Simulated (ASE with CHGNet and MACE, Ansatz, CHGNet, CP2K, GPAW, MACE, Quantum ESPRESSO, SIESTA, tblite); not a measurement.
## Running Σ5 (001) twist boundary in Ge (77 atoms) with machine-learned potentials

How do the settings of machine-learned potentials change the result for Σ5 (001) twist boundary in Ge (77 atoms)? A plane-wave run serves as the yardstick.

Method: the method is named at each step, in ASE with CHGNet and MACE.

### Step 1. Starting point

The cell holds 77 atoms: 77 Ge. Cell: a = 8.946 Å, b = 8.946 Å, c = 22.565 Å, α = 90.0°, β = 90.0°, γ = 90.0°. It derives from Ge (diamond-structure). Diamond-structure Ge (a = 5.658 Å); two grains turned against each other by 36.87 deg about [001]; 1 x 1 coincidence cells, 2 lattice periods a grain, two boundaries a cell, upper grain shifted by [0.031, 0.71] of the boundary cell and opened by 0.2 Å, one atom of each pair nearer than 2.009 Å removed; minimised with a classical potential (one cell length free). Then every atom was moved at random, 0.02 Å r.m.s. a Cartesian component. Regions: lower grain, 40 atoms (40 Ge); upper grain, 37 atoms (37 Ge). The structure's axis is c.

The yardstick, on the same geometry:

```
method                 : Kohn-Sham DFT, PBE, PAW, plane waves (Ansatz 0.2.0); cutoff 420 eV, Γ point, fermi-dirac smearing of 0.05 eV; PAW set soft_2
r.m.s. force component : 0.4075 eV/Å
longest force          : 1.737 eV/Å
pressure               : 5.506 GPa
SCF cycles             : 11
time                   : 23 s on 8 threads of Arm Neoverse V2, shared host
CPU time               : 2.9 min
```

### Step 2. CHGNet 0.3.0 potential

Method: machine-learned interatomic potential CHGNet 0.3.0, trained on PBE(+U) plane-wave data.

The input, run.py:

```python
import numpy as np
from ase.io import read
import mlip  # loads the published weights by name

atoms = read("structure.xyz")
atoms.calc = mlip.calc("chgnet-0.3.0")
energy = atoms.get_potential_energy()
forces = atoms.get_forces()
print(f"energy {energy:.6f} eV")
print("forces (eV/A)")
for i, (a, f) in enumerate(zip(atoms, forces)):
    print(f"{i:4d} {a.symbol:2s} {f[0]:10.5f} {f[1]:10.5f} {f[2]:10.5f}")
stress = -atoms.get_stress(voigt=False) * 160.21766
print("stress (GPa, compression positive)")
for row in stress:
    print(" ".join(f"{x:10.4f}" for x in row))
```

The input, structure.xyz:

```xyz
77
Lattice="8.94608 0.00000 0.00000 0.00000 8.94608 0.00000 0.00000 0.00000 22.56460" Properties=species:S:1:pos:R:3 pbc="T T T"
Ge 8.91110 8.80357 0.27754
Ge 1.70602 0.81481 1.67497
Ge 3.40094 1.74386 0.31590
Ge 5.27890 2.59231 1.59103
Ge 7.26806 3.19295 0.24979
Ge 8.86064 4.42473 1.58629
Ge 6.17467 0.87582 3.02727
Ge 7.92605 1.77141 4.43575
Ge 1.75692 5.33839 0.22519
Ge 3.54918 6.28355 1.53755
Ge 5.32417 7.38096 0.10786
Ge 7.05175 8.06981 1.69144
Ge 0.76713 2.64231 2.99951
Ge 2.57602 3.55562 4.33443
Ge 4.39995 4.44262 2.96995
Ge 6.15392 5.34743 4.36399
Ge 7.93034 6.20697 3.00470
Ge 0.78403 7.12940 4.37482
Ge 8.81663 8.91253 5.75668
Ge 1.66719 0.86974 7.18231
Ge 3.45104 1.72096 5.77541
Ge 5.21038 2.62219 7.09070
Ge 6.98939 3.50203 5.76661
Ge 8.78738 4.45005 7.12364
Ge 6.05873 0.90731 8.55559
Ge 7.83703 1.80120 9.97197
Ge 2.57549 7.96792 2.99365
Ge 4.39056 8.90564 4.37573
Ge 1.68151 5.32739 5.74675
Ge 3.44594 6.27970 7.11101
Ge 5.25403 7.14273 5.76458
Ge 7.00084 7.99842 7.20420
Ge 0.71372 2.64849 8.49963
Ge 2.47332 3.73991 9.85306
Ge 4.30423 4.45533 8.37982
Ge 6.05023 5.16019 9.91962
Ge 7.82997 6.19919 8.54905
Ge 0.69135 7.08369 9.94806
Ge 2.56162 8.01095 8.53574
Ge 4.16816 0.06888 10.00650
Ge 5.78373 8.12644 11.57429
Ge 6.70419 1.00903 12.90537
Ge 8.47024 4.58290 12.97307
Ge 8.48670 0.13580 14.31092
Ge 0.40740 1.91545 15.68736
Ge 1.42851 8.22995 12.87017
Ge 2.41687 1.06235 11.49328
Ge 3.23123 2.78357 12.91575
Ge 4.17701 4.58728 11.55375
Ge 4.94155 6.41255 12.95298
Ge 3.13328 7.29275 14.29896
Ge 3.95891 0.13491 15.67901
Ge 4.91256 1.91714 14.30866
Ge 5.77461 3.72255 15.69661
Ge 6.68558 5.50739 14.28204
Ge 7.60891 7.25849 15.70767
[... 17 atom lines left out ...]
Ge 5.69633 3.80575 21.09790
Ge 6.65731 5.56339 19.72281
Ge 7.47347 7.32201 21.26443
Ge 1.16487 3.53764 19.91755
```

Launch:

```bash
$ OMP_NUM_THREADS=1 python run.py > output.txt
```

What it wrote:

```text
CHGNet v0.3.0 initialized with 412,525 parameters
CHGNet will run on cpu
energy -336.459412 eV
forces (eV/A)
   0 Ge    0.57480   -0.06525   -0.01260
   1 Ge   -0.34453    0.06731    0.25973
   2 Ge   -0.01448    0.60862   -0.59021
   3 Ge    0.03467    0.18696   -0.03834
   4 Ge    0.09190   -0.12806   -0.11689
   5 Ge    0.09147    0.38711   -0.02511
   6 Ge   -0.19677    0.26340    0.26150
   7 Ge    0.28312   -0.12645   -0.26615
   8 Ge   -0.15755   -0.14323   -0.78279
   9 Ge    0.28282   -0.16579   -0.01768
  10 Ge   -0.25083   -0.21032   -0.03851
  11 Ge    0.18082   -0.28533   -0.16124
  12 Ge    0.01466   -0.03304    0.05506
  13 Ge    0.13384   -0.07364    0.07928
  14 Ge   -0.12713    0.02505   -0.24517
  15 Ge   -0.11958   -0.14966    0.25315
  16 Ge    0.23879    0.00773   -0.23967
  17 Ge   -0.13905   -0.08598    0.08003
  18 Ge   -0.01558   -0.20963    0.35640
  19 Ge   -0.15519   -0.09774   -0.11056
  20 Ge   -0.39568    0.00294   -0.41826
  21 Ge    0.04057   -0.02796    0.29302
  22 Ge    0.13253    0.56527    0.02929
  23 Ge    0.01308    0.12659   -0.01630
[...]
69 Ge   -0.65282    0.46990   -0.22542
  70 Ge   -0.03157   -0.31673    0.65489
  71 Ge   -0.11100   -0.16910   -0.14018
  72 Ge   -0.27590    0.06669    0.13632
  73 Ge   -0.48309    0.28475    0.24457
  74 Ge    0.40397   -0.16694    0.63929
  75 Ge   -0.04889   -0.79025   -0.06793
  76 Ge    0.27341    0.19464    0.64965
stress (GPa, compression positive)
    4.9390     0.1303     0.5445
    0.1303     4.5813     0.0242
    0.5445     0.0242     5.0165
```

Run time: 3 s. Hardware: 1 thread of Arm Neoverse V2, shared host; peak memory 0.64 GiB.

Banners, paths, timers and routine set-up lines are dropped from the logs unmarked, and long logs keep their key lines alone; longer cuts are marked.

Against the reference:

```yaml
r_m_s_force_component: 0.2812 eV/Å
r_m_s_difference_of_force_components: 230.5 meV/Å
longest_difference_of_force_vectors: 939.9 meV/Å
force_difference_over_r_m_s_force: 56.56 %
slope_of_forces_against_the_reference_s: 0.5781
correlation_of_force_components: 0.8378
pressure: 4.846 GPa
pressure_difference: -0.6605 GPa
```

The surroundings of Ge63, picked at random, nearest first, numbered as they follow in the input and with coordinates relative to it.

| atom | x | y | z | distance (Å) | bonds | Fx | Fy | Fz (eV/Å) |
| --- | --- | --- | --- | --- | --- | --- | --- | --- |
| Ge63 | 0.00 | 0.00 | 0.00 | 0.00 | 4 | 0.04 | -0.20 | -0.09 |
| Ge64 | 0.85 | 1.78 | 1.41 | 2.43 | 4 | -0.18 | 0.25 | -0.14 |
| Ge43 | -1.85 | 0.88 | -1.31 | 2.43 | 2 | 0.13 | -0.09 | -0.86 |
| Ge45 | -0.96 | -1.79 | 1.41 | 2.47 | 4 | 0.05 | 0.21 | -0.16 |
| Ge48 | 1.86 | -0.92 | -1.37 | 2.48 | 4 | -0.52 | 0.50 | 0.01 |
| Ge69 | 2.59 | 0.91 | 2.82 | 3.93 | 4 | 0.00 | -0.47 | 0.09 |
| Ge67 | 0.80 | -2.67 | 2.81 | 3.95 | 4 | 0.12 | -0.02 | 0.00 |
| Ge53 | 3.54 | -1.79 | 0.03 | 3.97 | 4 | 0.54 | -0.33 | 0.38 |
| Ge47 | 1.05 | -2.64 | -2.79 | 3.98 | 3 | -0.32 | -0.04 | -0.62 |

Atoms are counted from 1 here, from 0 in the log.

Forces lie 57 % from the reference's, at 0.017 times its CPU time (on 1 against 8 cores).

### Step 3. MACE MPA-0 medium potential

Method: machine-learned interatomic potential MACE MPA-0 medium, trained on PBE(+U) plane-wave data.

run.py, as its differences from that of step 2:

```diff
@@ -5,3 +5,3 @@
 atoms = read("structure.xyz")
-atoms.calc = mlip.calc("chgnet-0.3.0")
+atoms.calc = mlip.calc("mace-mpa-0-medium")
 energy = atoms.get_potential_energy()
```

structure.xyz is that of step 2.

What it wrote:

```text
energy -337.247563 eV
forces (eV/A)
   0 Ge    0.48503   -0.28813   -0.05480
   1 Ge   -0.20934    0.03290    0.29068
   2 Ge   -0.29998    0.64237   -0.49307
   3 Ge    0.16806   -0.10166    0.20308
   4 Ge   -0.33920   -0.11365   -0.34297
   5 Ge    0.14158    0.40279   -0.01662
   6 Ge   -0.17558    0.22196    0.54762
   7 Ge    0.22491   -0.13719   -0.44997
   8 Ge   -0.33529   -0.19698   -1.49855
   9 Ge    0.29061   -0.33016   -0.10130
  10 Ge    0.26508   -0.27303   -0.01273
  11 Ge   -0.07081    0.07232    0.06209
  12 Ge   -0.09929   -0.11381    0.07333
  13 Ge    0.17192   -0.23396    0.27445
  14 Ge    0.04289    0.13234   -0.47879
  15 Ge   -0.09902   -0.25928    0.45758
  16 Ge    0.09744    0.05600   -0.32315
  17 Ge   -0.17472   -0.20575    0.03671
  18 Ge    0.00718   -0.17743    0.49357
  19 Ge   -0.00730   -0.19641   -0.26158
  20 Ge   -0.33128    0.16499   -0.56477
  21 Ge   -0.03609    0.05944    0.12856
  22 Ge    0.18620    0.68566   -0.11376
  23 Ge   -0.00116    0.02061   -0.06480
[...]
69 Ge   -0.77098    0.70718   -0.07457
  70 Ge   -0.09814   -0.32790    0.85003
  71 Ge   -0.23104   -0.04340   -0.18420
  72 Ge   -0.01613    0.03332    0.08658
  73 Ge   -0.20400    0.67226   -0.06170
  74 Ge    0.42315   -0.36752    0.86411
  75 Ge   -0.00138   -0.89691   -0.09076
  76 Ge    0.22454    0.48058    1.17711
stress (GPa, compression positive)
    3.7360     0.0569     1.0620
    0.0569     3.6339    -0.1851
    1.0620    -0.1851     5.3483
```

It took 6.4 s on 1 thread; peak memory 0.82 GiB.

Against the reference:

```
r.m.s. force component                  : 0.3648 eV/Å
r.m.s. difference of force components   : 123.9 meV/Å
longest difference of force vectors     : 606.1 meV/Å
force difference over r.m.s. force      : 30.4 %
slope of forces against the reference's : 0.8544
correlation of force components         : 0.9545
pressure                                : 4.239 GPa
pressure difference                     : -1.267 GPa
```

Against the first run (57 %), the force difference from the reference is 30 %, at 2.2 times the CPU time.

### Step 4. MACE MP-0b2 small potential

Method: machine-learned interatomic potential MACE MP-0b2 small, trained on PBE(+U) plane-wave data.

run.py, as its differences from that of step 3:

```diff
@@ -5,3 +5,3 @@
 atoms = read("structure.xyz")
-atoms.calc = mlip.calc("mace-mpa-0-medium")
+atoms.calc = mlip.calc("mace-mp-0b2-small")
 energy = atoms.get_potential_energy()
```

structure.xyz is that of step 3.

What it wrote:

```text
energy -337.117289 eV
forces (eV/A)
   0 Ge    0.37819   -0.24208   -0.04751
   1 Ge   -0.26311    0.01702    0.18629
   2 Ge   -0.01403    0.48594   -0.49065
   3 Ge    0.08859    0.11344    0.05775
   4 Ge   -0.15486   -0.07182   -0.23779
   5 Ge    0.12219    0.50271   -0.08392
   6 Ge   -0.13065    0.22310    0.31409
   7 Ge    0.23413   -0.06725   -0.42856
   8 Ge   -0.34770   -0.15256   -0.88070
   9 Ge    0.29706   -0.34347   -0.15773
  10 Ge    0.02279   -0.20865   -0.02761
  11 Ge    0.08334   -0.10185   -0.08598
  12 Ge   -0.00370   -0.10226    0.07719
  13 Ge    0.15724   -0.22604    0.19739
  14 Ge   -0.08648    0.07488   -0.57271
  15 Ge   -0.08142   -0.15566    0.33034
  16 Ge    0.20396    0.01732   -0.40817
  17 Ge   -0.14908   -0.15908    0.05203
  18 Ge    0.01887   -0.19248    0.57550
  19 Ge   -0.14716   -0.18123   -0.19641
  20 Ge   -0.37160    0.13464   -0.44624
  21 Ge    0.02546    0.04849    0.28759
  22 Ge    0.11996    0.62472   -0.11816
  23 Ge   -0.00804    0.06975   -0.00641
[...]
69 Ge   -0.72355    0.48271   -0.11868
  70 Ge    0.04326   -0.31489    0.67653
  71 Ge   -0.24833   -0.05027   -0.17348
  72 Ge   -0.19271    0.01823    0.18480
  73 Ge   -0.29114    0.42146    0.03222
  74 Ge    0.38846   -0.26064    0.88075
  75 Ge   -0.04562   -0.73851    0.02357
  76 Ge    0.24677    0.44249    0.78574
stress (GPa, compression positive)
    4.0421     0.0113     0.7836
    0.0113     3.9285    -0.0362
    0.7836    -0.0362     4.5001
```

The job ended after 5.3 s (1 thread; peak memory 0.67 GiB).

Numbers from this run, and their distance from the reference:

```
r.m.s. force component                  : 0.3115 eV/Å
r.m.s. difference of force components   : 179.4 meV/Å
longest difference of force vectors     : 808.9 meV/Å
force difference over r.m.s. force      : 44.02 %
slope of forces against the reference's : 0.6953
correlation of force components         : 0.9096
pressure                                : 4.157 GPa
pressure difference                     : -1.349 GPa
```

Against the first run (57 %), the force difference from the reference is 44 %, at 1.8 times the CPU time.

### Step 5. Side by side

Differences are against the plane-wave reference, forces as r.m.s. over components; share is that over the reference's r.m.s. force, slope the least-squares factor from reference forces to these. Total energies of different programs have different zeros and aren't compared.

| run | Δ force, r.m.s. (meV/Å) | share (%) | slope | Δ pressure (GPa) | cores | CPU time | memory (GiB) |
| --- | --- | --- | --- | --- | --- | --- | --- |
| reference | - | - | - | - | 8 | 2.9 min | 3.0 |
| CHGNet 0.3.0 potential | 230 | 56.6 | 0.578 | -0.660 | 1 | 3 s | 0.64 |
| MACE MPA-0 medium potential | 124 | 30.4 | 0.854 | -1.27 | 1 | 6.4 s | 0.82 |
| MACE MP-0b2 small potential | 179 | 44.0 | 0.695 | -1.35 | 1 | 5.3 s | 0.67 |

Times of the machine-learned potentials are mostly Python's start and the loading of weights.

CPU time is summed over cores on a shared host, where runs went side by side, so it is rough. Symmetry, cutoffs, thresholds, outputs and thread counts weren't matched or tuned between programs; memory under MPI is the largest rank's times the ranks.

### Step 6. Summary of results

| Quantity | Value |
| --- | --- |
| nearest in forces | MACE MPA-0 medium potential, 30 % |
| its CPU time | 6.4 s |

**Reading.** Machine-learned potentials differ by 30 % (MACE MPA-0 medium potential) to 57 % (CHGNet 0.3.0 potential); they were trained on other programs' data. Among those trained on PBE data the slope goes as low as 0.58, with a correlation of 0.84, so directions differ as well as sizes. Machine-learned potentials mimic data converged in k, so the reference's own k-point error enters their differences. The host structure and its lattice constant were typed by rule, without a check against the phase diagram. The reference's pressure of 5.5 GPa says that the cell would expand at this level of theory. The electronic-structure runs sample only Γ, in a cell whose shortest periodic width is 9 Å, which is coarse for a cell with partly filled levels.

[Also dropped from logs without a mark: logging warnings of Python, and SIESTA's first energy breakdown and zero terms.]

[Logs are printed without paths, hosts, clocks, repeated set-up lines and the standing remarks that a program may print on its own settings, such as how far it seeks lower states.]

[Hosts, paths, dates, database ids (printed as entryN), source tags and the programs' standing remarks are cut or masked in the printed files.]
